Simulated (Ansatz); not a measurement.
**SnO (model cell, started as zinc blende): a soft mode frozen in**

Which phase does SnO (model cell, started as zinc blende) fall into along its unstable mode, and how much energy does it gain?

Method: DFT LDA, scalar-relativistic, plane waves, PAW, in Ansatz 0.2.0.

This is a report of a sequence of runs, with the program logs left out and the cost of each run kept.

The structure was built from a prototype and need not be the compound's stable phase.

### Step 1. The system as given

The structure is cubic, space group F-43m (No. 216). The conventional cell has a = 5.323 Å, b = 5.323 Å, c = 5.323 Å, α = 90.00°, β = 90.00°, γ = 90.00°. Sn has 4 O at 2.30 Å nearest. O has 4 Sn at 2.30 Å nearest. Farther neighbours, and contacts between anions beyond the nearest, are not listed.

### Step 2. The dispersion

Stability and thermal properties need the whole zone. Linear response on a 4×4×4 q mesh gives force constants as far as a supercell of that size would.

Contents of input.yaml:

```yaml
crystal:
  lattice:
    - [0.0, 2.6614960121, 2.6614960121]
    - [2.6614960121, 0.0, 2.6614960121]
    - [2.6614960121, 2.6614960121, 0.0]
  atoms:
    - { symbol: Sn, position: [0.0, 0.0, 0.0] }
    - { symbol: O, position: [0.25, 0.25, 0.25] }
kpoints:
  mp_grid: { grid: [12, 12, 12] }
hamiltonian:
  xc: lda
scf:
  occupations: { method: methfessel_paxton, width: 0.15 }
output:
  eigenvalues: true
phonons:
  method: dfpt
  qmesh: [4, 4, 4]
  temperatures: { t_max: 1000, t_step: 50 }
  qpath:
    path:
      - [[0.0, 0.0, 0.0], [-0.5, -0.5, 0.0], [-0.375, -0.375, 0.25]]
      - [[-0.375, 0.0, 0.375], [0.0, 0.0, 0.0], [0.0, 0.0, 0.5], [-0.5, -0.25, 0.25], [-0.5, -0.5, 0.0]]
    npoints: 10
```

Started as:

```bash
> ansatz run input.yaml --threads 4 --pin off --max-ram 7168MiB --backend cpu --events-out ev --progress --plain --runs-dir out
```

It took 3.2 min on 4 threads of Arm Neoverse V2, shared host; peak memory 2.2 GiB; 12 min of CPU time.

This step gave:

```
volume per atom                                         : 18.85 Å³
gap on the k-mesh                                       : 0 eV
sum-rule residual before enforcement                    : 8.67e-5 eV/Å²
lowest frequency on the path                            : -263.6 cm⁻¹
point group                                             : -43m
highest frequency on path, mesh or solved points        : 218.4 cm⁻¹
highest optical mode at the zone centre (no LO-TO term) : 218.1 cm⁻¹
lowest optical zone-centre mode                         : 218.1 cm⁻¹
lowest mode on the q mesh (acoustic modes at Γ apart)   : -258.8 cm⁻¹
```

Frequencies (cm⁻¹) solved at each irreducible wavevector; negative means imaginary. Frequencies by wavevector, by row:

| q in reciprocal lattice units | star | mode 1 | mode 2 | mode 3 | mode 4 | mode 5 | mode 6 |
| --- | --- | --- | --- | --- | --- | --- | --- |
| 0 0 0 | 1 | 0 | 0 | 0 | 218.1 | 218.1 | 218.1 |
| 0 0 0.25 | 8 | -28.8 | -28.8 | 0.1 | 159.2 | 202 | 202 |
| 0 0 -0.5 | 4 | -38.9 | -38.9 | -34.6 | 160.8 | 171.3 | 171.3 |
| 0 0.25 0.25 | 6 | -157.7 | -157.7 | -156.7 | 114.7 | 118.1 | 118.1 |
| 0 0.25 -0.5 | 24 | -221.2 | -162.3 | 72.8 | 114.6 | 142.3 | 161.5 |
| 0 0.25 -0.25 | 12 | -213.9 | -97.5 | -65.1 | 132.6 | 149.5 | 163.9 |
| 0 -0.5 -0.5 | 3 | -258.8 | -239.1 | -239.1 | 106.3 | 106.3 | 145.9 |
| 0.25 -0.5 -0.25 | 6 | -250 | -200.6 | -184.2 | 108.7 | 113.4 | 153.6 |

Interpolated from a 4×4×4 q mesh. Phonon branches along the path, in cm⁻¹:

| point | branch 1 | branch 2 | branch 3 | branch 4 | branch 5 | branch 6 |
| --- | --- | --- | --- | --- | --- | --- |
| Γ | 0 | 0 | 0 | 218 | 218 | 218 |
| halfway | -158 | -158 | -157 | 115 | 118 | 118 |
| X | -259 | -239 | -239 | 106 | 106 | 146 |
| halfway | -257 | -226 | -195 | 106 | 107 | 149 |
| U | -254 | -184 | -80 | 111 | 111 | 153 |
| jump to K | -254 | -184 | -80 | 111 | 111 | 153 |
| halfway | -156 | -85 | -34 | 135 | 160 | 185 |
| Γ | 0 | 0 | 0 | 218 | 218 | 218 |
| halfway | -29 | -29 | 0 | 159 | 202 | 202 |
| L | -39 | -39 | -35 | 161 | 171 | 171 |
| halfway | -203 | -96 | 39 | 135 | 142 | 159 |
| W | -250 | -201 | -184 | 109 | 113 | 154 |
| halfway | -264 | -211 | -181 | 107 | 109 | 150 |
| X | -259 | -239 | -239 | 106 | 106 | 146 |

Symmetry leaves 8 wavevectors to solve. The lowest mode among them, the acoustic zeros apart, lies at q = (0, -0.5, -0.5) and is imaginary, 258.8i cm⁻¹, so the energy falls along it. Between them the interpolated path dips to 264i cm⁻¹.

### Step 3. The mode frozen in, largest atomic shift 0 Å

The mode followed lies at q = (0, -0.5, -0.5) with frequency 258.8i cm⁻¹, the softest among the wavevectors solved. At small amplitude the pattern taken leaves space group no. 115 by a symmetry search on the positions. The undistorted cell that holds it gives the zero of energy on the same k mesh.

System of this step: SnO (model cell, started as zinc blende). It takes space group F-43m (No. 216, cubic). Conventional cell: a = 5.323 Å, b = 5.323 Å, c = 5.323 Å, α = 90.00°, β = 90.00°, γ = 90.00°. Nearest to Sn lie 4 O at 2.30 Å. O has 4 Sn at 2.30 Å nearest. Farther neighbours, and contacts between anions beyond the nearest, are not listed.

Contents of input.yaml:

```yaml
crystal:
  lattice:
    - [0.0, -2.6614960121, -2.6614960121]
    - [0.0, 2.6614960121, -2.6614960121]
    - [5.3229920242, 0.0, 0.0]
  atoms:
    - { symbol: Sn, position: [0.5, 0.5, 0.5] }
    - { symbol: Sn, position: [0.0, 0.0, 0.0] }
    - { symbol: O, position: [0.0, 0.5, 0.75] }
    - { symbol: O, position: [0.5, 0.0, 0.25] }
kpoints:
  mp_grid: { grid: [10, 10, 8] }
hamiltonian:
  xc: lda
scf:
  occupations: { method: methfessel_paxton, width: 0.15 }
output:
  forces: true
  stress: true
  eigenvalues: true
```

Wall time 4.5 s (4 threads); peak memory 0.41 GiB.

Numbers from this step:

```
pressure                         : -0.04878 GPa
energy from the undistorted cell : 0 meV/atom
```

The run ends at a pressure of -0.05 GPa.

### Step 4. The mode frozen in, largest atomic shift 0.14 Å

The atoms are moved along the unstable eigenvector, the largest shift by 0.14 Å, with the cell fixed.

input.yaml, the sections that differ from step 3:

```yaml
crystal:
  lattice:
    - [0.0, -2.6614960121, -2.6614960121]
    - [0.0, 2.6614960121, -2.6614960121]
    - [5.3229920242, 0.0, 0.0]
  atoms:
    - { symbol: Sn, position: [0.5, 0.5, 0.5] }
    - { symbol: Sn, position: [0.0, 0.0, 0.0] }
    - { symbol: O, position: [0.0, 0.5, 0.7763009975] }
    - { symbol: O, position: [0.5, 0.0, 0.2236990025] }
# kpoints, hamiltonian, scf, output: as in step 3
```

Run time: 4.6 s. Hardware: 4 threads; peak memory 0.42 GiB.

This step gave:

| Item | Value |
| --- | --- |
| pressure | -0.5282 GPa |
| energy from the undistorted cell | -3.55 meV/atom |

The energy, extrapolated to zero smearing, is -3.55 meV/atom against the undistorted cell.

The run ends at a pressure of -0.53 GPa, with forces up to 0.039 eV/Å.

### Step 5. Energy along the mode, all amplitudes (two of the runs are shown above)

An imaginary frequency means negative curvature, so the energy should fall and then rise again as anharmonic terms take over.

This step gave:

```yaml
depth_at_the_lowest_point_sampled: 3.55 meV/atom
largest_atomic_shift_at_that_point: 0.14 Å
```

Energy from the parent against largest atomic shift:

| largest atomic shift (Å) | energy from the parent (meV/atom) |
| --- | --- |
| 0.000 | 0 |
| 0.040 | -0.957 |
| 0.080 | -2.66 |
| 0.140 | -3.55 |
| 0.220 | 1.04 |
| 0.320 | 14.4 |

Displacement at unit largest shift by atom:

| atom | x (Å) | y (Å) | z (Å) | size |
| --- | --- | --- | --- | --- |
| Sn1 | 0.00 | 0.00 | 0.00 | 0.00 |
| Sn2 | 0.00 | 0.00 | 0.00 | 0.00 |
| O3 | 1.00 | 0.00 | 0.00 | 1.00 |
| O4 | -1.00 | 0.00 | 0.00 | 1.00 |

The lowest step is at 0.14 Å, 3.55 meV/atom below the parent, and the energy rises beyond it.

### Step 6. Relaxation from the frozen mode

Starting from the lowest point found, all atoms and the cell are let go, so that strain and other modes of the same symmetry can join in.

input.yaml, as its differences from that of step 4:

```diff
@@ -20 +20,10 @@
   eigenvalues: true
+  write_density: true
+  write_potential: true
+  elf: true
+  volumetric_format: npy
+relax:
+  adjacent_minimum: "off"
+  f_tol: 0.002
+  max_steps: 120
+  cell: { stress_tol: 0.03 }
```

It took 2.4 min on 4 threads; peak memory 0.53 GiB.

Relaxation path (22 of 30):

| step | energy less that of the first step (eV) | largest force component (eV/Å) | pressure (GPa) | volume (Å³) |
| --- | --- | --- | --- | --- |
| 1 | 0.0000 | 0.0394 | -0.53 | 75.41 |
| 2 | -0.0036 | 0.0126 | 0.16 | 74.76 |
| 4 | -0.0041 | 0.0143 | -0.04 | 74.90 |
| 5 | -0.0042 | 0.0132 | -0.04 | 74.89 |
| 7 | -0.0047 | 0.0001 | 0.00 | 74.78 |
| 8* | -0.0038 | 0.0002 | -0.02 | 74.78 |
| 9 | -0.0067 | 0.0173 | 0.25 | 74.28 |
| 11 | -0.0569 | 0.1994 | -0.38 | 72.35 |
| 12 | -0.0977 | 0.3631 | 3.97 | 69.07 |
| 13 | -0.0871 | 0.3093 | -3.06 | 71.40 |
| 15 | -0.1270 | 0.0446 | 0.01 | 71.08 |
| 16 | -0.1297 | 0.0030 | 0.05 | 70.88 |
| 18 | -0.1297 | 0.0005 | 0.01 | 70.90 |
| 19* | -0.2053 | 0.0126 | 1.03 | 70.90 |
| 20 | -0.2370 | 0.0192 | 0.45 | 70.90 |
| 22 | -0.2424 | 0.0170 | 0.19 | 71.03 |
| 23 | -0.2421 | 0.0004 | 0.00 | 71.15 |
| 24* | -0.2475 | 0.0018 | 0.09 | 71.15 |
| 26 | -0.2480 | 0.0015 | -0.03 | 71.21 |
| 27 | -0.2480 | 0.0000 | 0.00 | 71.19 |
| 29 | -0.2482 | 0.0006 | 0.00 | 71.18 |
| 30* | -0.2482 | 0.0006 | 0.00 | 71.18 |

Relaxation steps marked * repeat the geometry before them on a plane-wave basis chosen anew for their cell, so energy and pressure can jump there. Other such steps can lie between the rows shown. Relaxation step 13 was tried and not accepted.

Forces are held to the 8 operations that the program found; a distortion that breaks them can't arise in this run.

| cell as run | before | after | change |
| --- | --- | --- | --- |
| a (Å) | 3.764 | 3.260 | -13.4 % |
| b (Å) | 3.764 | 3.260 | -13.4 % |
| c (Å) | 5.323 | 6.699 | +25.8 % |
| volume (Å³/atom) | 18.85 | 17.80 | -5.6 % |

The atoms that moved most (Å, as changes of fractional coordinates times the final cell):

| atom | dx | dy | dz | length |
| --- | --- | --- | --- | --- |
| O3 | 0.278 | 0.000 | 0.000 | 0.278 |
| O4 | -0.278 | 0.000 | 0.000 | 0.278 |

Final coordinates:

```cif
data_structure
_symmetry_space_group_name_H-M 'P 1'
_symmetry_Int_Tables_number 1
_cell_length_a 3.2598
_cell_length_b 3.2598
_cell_length_c 6.6988
_cell_angle_alpha 90.000
_cell_angle_beta 90.000
_cell_angle_gamma 90.000
_cell_volume 71.18
loop_
_atom_site_label
_atom_site_type_symbol
_atom_site_fract_x
_atom_site_fract_y
_atom_site_fract_z
_atom_site_occupancy
Sn1 Sn 0.50000 0.50000 0.50000 1
Sn2 Sn 0.00000 0.00000 0.00000 1
O3 O 0.00000 0.50000 0.81781 1
O4 O 0.50000 0.00000 0.18219 1
```

Read from the output:

```
pressure        : 4.08e-4 GPa
volume per atom : 17.80 Å³
```

Electrostatic potential energy in the ac plane at fractional y = 0.000, with atoms of Sn and O within 0.2 Å of it. With pseudopotentials it is smooth inside the atoms' cores, unlike the true potential.

Ten even steps from '0' (-28 eV) to '9' (26 eV), each cell a mean:
```
99953356666533599
77533466666643357
33335666776665333
44556667777666554
66666777777776666
77777777777777777
77777777777777777
77777777777777777
77777777777777777
77777777777777777
77777777777777777
77777777777777777
77777777777777777
77777777777777777
77777777777777777
77777777777777777
77777776666777777
77777642112467777
66767510000157676
55566300000036655
33345510000155433
55433553223553345
99843456666543489
99963356666533699
```
Columns run along a (3.3 Å; values clipped at the 3rd and 97th percentile), rows up along c (6.7 Å). Atoms in or near the plane, at fractional coordinates: Sn at (0.00, 0.00), O at (0.50, 0.18).

Valence density in the ac plane at fractional y = 0.000, with atoms of Sn and O within 0.2 Å of it. It is the smooth field of the valence electrons, not physical close to the nuclei.

Values in e/Å³, 24 rows by 14 columns, each cell a mean:
```
12  9  4  2  1  0  0  0  0  0  1  2  5  9
 5  4  2  1  0  0  0  0  0  0  0  1  2  4
 1  1  1  0  0  0  0  0  0  0  0  0  1  1
 0  0  0  0  0  0  0  0  0  0  0  0  0  0
 0  0  0  0  0  0  0  0  0  0  0  0  0  0
 0  0  0  0  0  0  0  0  0  0  0  0  0  0
 0  0  0  0  0  0  0  0  0  0  0  0  0  0
 0  0  0  0  0  0  0  0  0  0  0  0  0  0
 0  0  0  0  0  0  0  0  0  0  0  0  0  0
 0  0  0  0  0  0  0  0  0  0  0  0  0  0
 0  0  0  0  0  0  0  0  0  0  0  0  0  0
 0  0  0  0  0  0  0  0  0  0  0  0  0  0
 0  0  0  0  0  0  0  0  0  0  0  0  0  0
 0  0  0  0  0  0  0  0  0  0  0  0  0  0
 0  0  0  0  0  0  0  0  0  0  0  0  0  0
 0  0  0  0  0  0  0  0  0  0  0  0  0  0
 0  0  0  0  0  0  1  1  1  0  0  0  0  0
 0  0  0  0  1  1  3  3  2  1  1  0  0  0
 0  0  0  0  1  3  5  6  5  2  1  0  0  0
 0  0  0  1  1  4  6  7  6  3  1  1  0  0
 1  1  1  1  1  2  4  5  4  2  1  1  1  1
 4  3  2  1  1  1  2  2  2  1  1  1  2  3
10  8  4  2  1  1  1  1  1  1  1  2  4  8
15 11  6  2  1  0  0  0  0  0  1  2  6 12
```
Columns run along a (3.3 Å), rows up along c (6.7 Å). Atoms in or near the plane, at fractional coordinates: Sn at (0.00, 0.00), O at (0.50, 0.18).

ELF in the ac plane at fractional y = 0.000, with atoms of Sn and O within 0.2 Å of it. It is the smooth field of the valence electrons, not physical close to the nuclei.

Ten even steps from '_' (0.00) to '@' (0.81), each cell a mean:
```
______::------::::::::------::____
__..::--==----::::::::----==--::..
------------::::....::::----------
::::::::::::............::::::::::
..............________............
__________________________________
__________________________________
__________....::::::::....________
______....::----====----::....____
____....::--==++++++++==--::....__
__....::--==++++++++++++==--::....
......::--==++++++++++++==--::....
......::::--============--::::....
____......::::::::::::::::......__
________....................______
________....::--====--::....______
______..::++##%%%%%%%%##++::..____
____..--++%%@@@@@@@@@@@@%%++--..__
....::==##@@@@%%****%%@@@@##==::..
::::::--##@@@@##====##@@@@##--::::
----::::++%%@@%%####%%@@%%++::::--
....::::::++##@@@@@@@@##++::::::..
______..::::==++****++==::::..____
______..::--::--------::--::..____
```
Columns run along a (3.3 Å), rows up along c (6.7 Å). Atoms in or near the plane, at fractional coordinates: Sn at (0.00, 0.00), O at (0.50, 0.18).

The distorted start has space group P-4m2; the relaxation ends in P-4m2.

### Step 7. The new phase in its own primitive cell

The relaxed structure is symmetrised, reduced to its primitive cell and relaxed tightly, as its phonons need.

Contents of input.yaml:

```yaml
crystal:
  lattice:
    - [3.259798197, 0.0, 0.0]
    - [0.0, 3.259798197, 0.0]
    - [0.0, 0.0, 6.6988478071]
  atoms:
    - { symbol: Sn, position: [0.5, 0.5, 0.5] }
    - { symbol: Sn, position: [0.0, 0.0, 0.0] }
    - { symbol: O, position: [0.0, 0.5, 0.8178075283] }
    - { symbol: O, position: [0.5, 0.0, 0.1821924717] }
kpoints:
  mp_grid: { grid: [12, 12, 6] }
hamiltonian:
  xc: lda
scf:
  occupations: { method: methfessel_paxton, width: 0.15 }
output:
  forces: true
  stress: true
  eigenvalues: true
relax:
  adjacent_minimum: "off"
  f_tol: 0.001
  max_steps: 60
  cell: { stress_tol: 0.01 }
```

The job ended after 34 s (4 threads; peak memory 0.45 GiB; 2.2 min of CPU time).

Step by step:

| step | energy less that of the first step (eV) | largest force component (eV/Å) | pressure (GPa) | volume (Å³) |
| --- | --- | --- | --- | --- |
| 1 | 0.0000 | 0.0669 | -0.08 | 71.18 |
| 2 | -0.0002 | 0.0559 | -0.30 | 71.44 |
| 3 | -0.0012 | 0.0171 | 0.02 | 71.30 |
| 4 | -0.0009 | 0.0040 | 0.01 | 71.40 |
| 5 | -0.0008 | 0.0004 | 0.00 | 71.43 |
| 6* | -0.0016 | 0.0000 | 0.02 | 71.43 |
| 7 | -0.0016 | 0.0001 | 0.00 | 71.45 |
| 8* | -0.0017 | 0.0001 | 0.00 | 71.45 |

Relaxation steps marked * repeat the geometry before them on a plane-wave basis chosen anew for their cell, so energy and pressure can jump there.

The run keeps the 8 symmetry operations that the program found, so distortions that break them were not tested.

| conventional cell, symmetrised | before | after | change |
| --- | --- | --- | --- |
| a (Å) | 3.260 | 3.254 | -0.2 % |
| b (Å) | 3.260 | 3.254 | -0.2 % |
| c (Å) | 6.699 | 6.746 | +0.7 % |
| volume (Å³/atom) | 17.80 | 17.86 | +0.4 % |

The atoms that moved most (Å, as changes of fractional coordinates times the final cell):

| atom | dx | dy | dz | length |
| --- | --- | --- | --- | --- |
| O4 | 0.000 | 0.000 | -0.019 | 0.019 |
| O3 | 0.000 | 0.000 | 0.019 | 0.019 |

Final coordinates:

```xyz
4
Lattice="3.2544 0.0000 0.0000 0.0000 3.2544 0.0000 0.0000 0.0000 6.7461" Properties=species:S:1:pos:R:3 pbc="T T T"
Sn    1.6272    1.6272    3.3730
Sn    0.0000    0.0000    0.0000
O     0.0000    1.6272    5.5357
O     1.6272    0.0000    1.2104
```

Numbers from this step:

- pressure: 0.001963 GPa
- volume per atom: 17.86 Å³

The largest force component left is 0.11 meV/Å and the pressure is 0.002 GPa, within the tolerances set. The cell now holds 17.86 Å³/atom.

### Step 8. Modes of the new phase, k-mesh 12×12×6

A relaxed structure may still be a saddle point, so its zone-centre modes are computed. No field response is asked, since the mesh shows no gap.

input.yaml, the sections that differ from step 7:

```yaml
crystal:
  lattice:
    - [3.2544350452, 0.0, 0.0]
    - [0.0, 3.2544350452, 0.0]
    - [0.0, 0.0, 6.746072557]
  atoms:
    - { symbol: Sn, position: [0.5, 0.5, 0.5] }
    - { symbol: Sn, position: [0.0, 0.0, 0.0] }
    - { symbol: O, position: [0.0, 0.5, 0.8205816049] }
    - { symbol: O, position: [0.5, 0.0, 0.1794183951] }
output:
  eigenvalues: true
phonons:
  method: dfpt
# kpoints, hamiltonian, scf: as in step 7
# relax: removed
```

Wall time 66 s (4 threads); peak memory 1.4 GiB.

Numbers from this step:

- sum-rule residual before enforcement: 6.11e-5 eV/Å²
- point group: -42m
- highest optical mode at the zone centre (no LO-TO term): 500.0 cm⁻¹
- lowest optical zone-centre mode: -31.62 cm⁻¹

Patterns of degenerate modes are one choice out of their space. Modes at Γ, with each element's share of the kinetic energy (negative means imaginary):

| mode | frequency (cm⁻¹) | symmetry | Sn % | O % |
| --- | --- | --- | --- | --- |
| 1 | -31.6 | E | 43 | 57 |
| 2 | -31.6 | E | 43 | 57 |
| 3 | 0.0 | acoustic | 88 | 12 |
| 4 | 0.0 | acoustic | 88 | 12 |
| 5 | 0.0 | acoustic | 88 | 12 |
| 6 | 64.6 | E | 57 | 43 |
| 7 | 64.6 | E | 57 | 43 |
| 8 | 78.1 | B2 | 84 | 16 |
| 9 | 317.2 | A1 | 0 | 100 |
| 10 | 405.7 | B2 | 28 | 72 |
| 11 | 500.0 | E | 12 | 88 |
| 12 | 500.0 | E | 12 | 88 |

Displacements in mode 1 (-31.6 cm⁻¹), the largest set to 1:
```
Sn1  0.00 -0.29  0.00
Sn2  0.00  0.14  0.00
O3   0.00  0.09  0.00
O4   0.00  1.00  0.00
```

Displacements in mode 9 (317.2 cm⁻¹), the largest set to 1:
```
Sn1  0.00  0.00  0.00
Sn2  0.00  0.00  0.00
O3   0.00  0.00 -1.00
O4   0.00  0.00  1.00
```

Before it was imposed, the acoustic sum rule was missed by 6.1e-5 eV/Å². Small misses are needed for a sound result but don't prove that mesh and cutoff are converged. The lowest optical mode is imaginary, 31.6i cm⁻¹, so the energy falls along it.

### Step 9. Results

```
unstable mode of the parent                                                      : q = (0, -0.5, -0.5), 259i cm⁻¹
depth at the lowest point sampled                                                : 3.55 meV/atom
largest atomic shift at that point                                               : 0.14 Å
space group reached                                                              : P-4m2
energy gained over the parent (first relaxation, on the mesh of the frozen mode) : 65.6 meV/atom
volume per atom, phase reached                                                   : 17.9 Å³
lowest optical zone-centre mode, phase reached                                   : -31.6 cm⁻¹
highest optical mode at the zone centre (no LO-TO term), phase reached           : 500 cm⁻¹
```

Along this mode the structure falls into P-4m2, 65.6 meV/atom below the parent. At the parent's cell the well is 3.55 meV/atom deep on the steps tried, with its lowest point at a shift of 0.14 Å. Relaxing atoms and cell changes the gain by +62.03 meV/atom against the lowest step (energies at zero smearing). Most of the total comes from this relaxation. The new phase still has an imaginary mode at the zone centre of its cell, so it is a saddle point on the way to a lower structure. Of the 2 patterns followed from this parent, this one ends 93.6 meV/atom above the lowest, I-42m. Each path keeps the symmetry of its pattern, so a lower phase may lie along a pattern not tried. With no gap, or one that is small against the smearing, the frequencies hang on the k mesh and the smearing, most of all near Kohn anomalies. A semilocal functional can close a gap that the real compound would have, so the metallic treatment may be an artefact of the level. Spin-orbit coupling is left out, which can matter for the heavy elements here. A phonon run warned that its eigensolver left some bands unconverged in a pass. The starting cell was built on a prototype and not taken from a measurement, so the phase need not exist.

[Long decimals in the printed logs are rounded to 6 places.]

[Logs are printed without paths, hosts, clocks, repeated set-up lines and the standing remarks that a program may print on its own settings, such as how far it seeks lower states.]

[Hosts, paths, dates, database ids (printed as entryN), source tags and the programs' standing remarks are cut or masked in the printed files.]

[Where the starting crystal was built by hand or by swapping elements, it need not be the compound's stable phase.]
